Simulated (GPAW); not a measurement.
**BN (P6_3mc): refractive index against wavelength**

The refractive index of BN (P6_3mc) along x below the direct gap (8.31 eV on the mesh) is read from one computed spectrum, n = √(Re ε). x, y and z are the Cartesian axes of the input cell.

Cell: a, b, c = 2.536, 2.536, 4.199 Å (primitive vectors), 4 atoms.

Method: GPAW 26.7.0, PBE, RPA, k-mesh 15×15×7, local fields up to 50 eV, Lorentzian half width 0.15 eV.

Launch of the response step: `OMP_NUM_THREADS=1 python df.py`. The run took 28 s, its band step included, on 1 thread of Intel(R) Xeon(R) Platinum 8559C (Emerald Rapids), on a shared host.

```tsv
wavelength (nm)	photon energy E (eV)	n
532	2.331	2.1382
450	2.755	2.1500
405	3.061	2.1600
365	3.397	2.1725
308	4.025	2.2007
266	4.661	?
248	4.999	2.2591
```

In the single-oscillator model n² − 1 = E₀E_d/(E₀² − E²), so 1/(n² − 1) = E₀/E_d − E²/(E₀E_d) is linear in E².

Working, on the rows shown:

| x = E² (eV²) | y = 1/(n² − 1) |
| --- | --- |
| 5.43137 | 0.279963 |
| 7.59115 | 0.276052 |
| 9.37179 | 0.272807 |
| 11.5384 | 0.268835 |
| 16.2043 | 0.260208 |
| 24.9936 | 0.243692 |

Means: x̄ = 12.522, ȳ = 0.26693. Σ(x − x̄)(y − ȳ) = -0.4723, Σ(x − x̄)² = 254.6. Slope = -0.4723 / 254.6 = -0.001855; intercept = ȳ − slope · x̄ = 0.29016. Turned back into n, the line misses the rows shown by at most 0.00038.

Question: Fill in the last column of the withheld row.

Answer: At x = 21.725 the line gives y = 0.24985, that is 2.2366. The run gave 2.2365, so the interpolation is off by 0.0001, 0.1 % of the range in the table.

Refitted with all rows, the slope is -0.001855 and the intercept 0.29015. These give E₀ = √(intercept/−slope) = 12.51 eV and E_d = E₀/intercept = 43.1 eV; E₀ is 1.5 times the direct gap. The electronic limit at long wavelengths, without lattice vibrations, is n = √(1 + 1/intercept) = 2.109. The cell comes from an older database entry, whose edges can be off by a per cent or so. Excitons are left out; PBE gaps are as a rule too small. The values come from a sum over the points of one k-mesh and carry its error, which grows as the direct gap shrinks.

[Logs are printed without paths, hosts, clocks, repeated set-up lines and the standing remarks that a program may print on its own settings, such as how far it seeks lower states.]
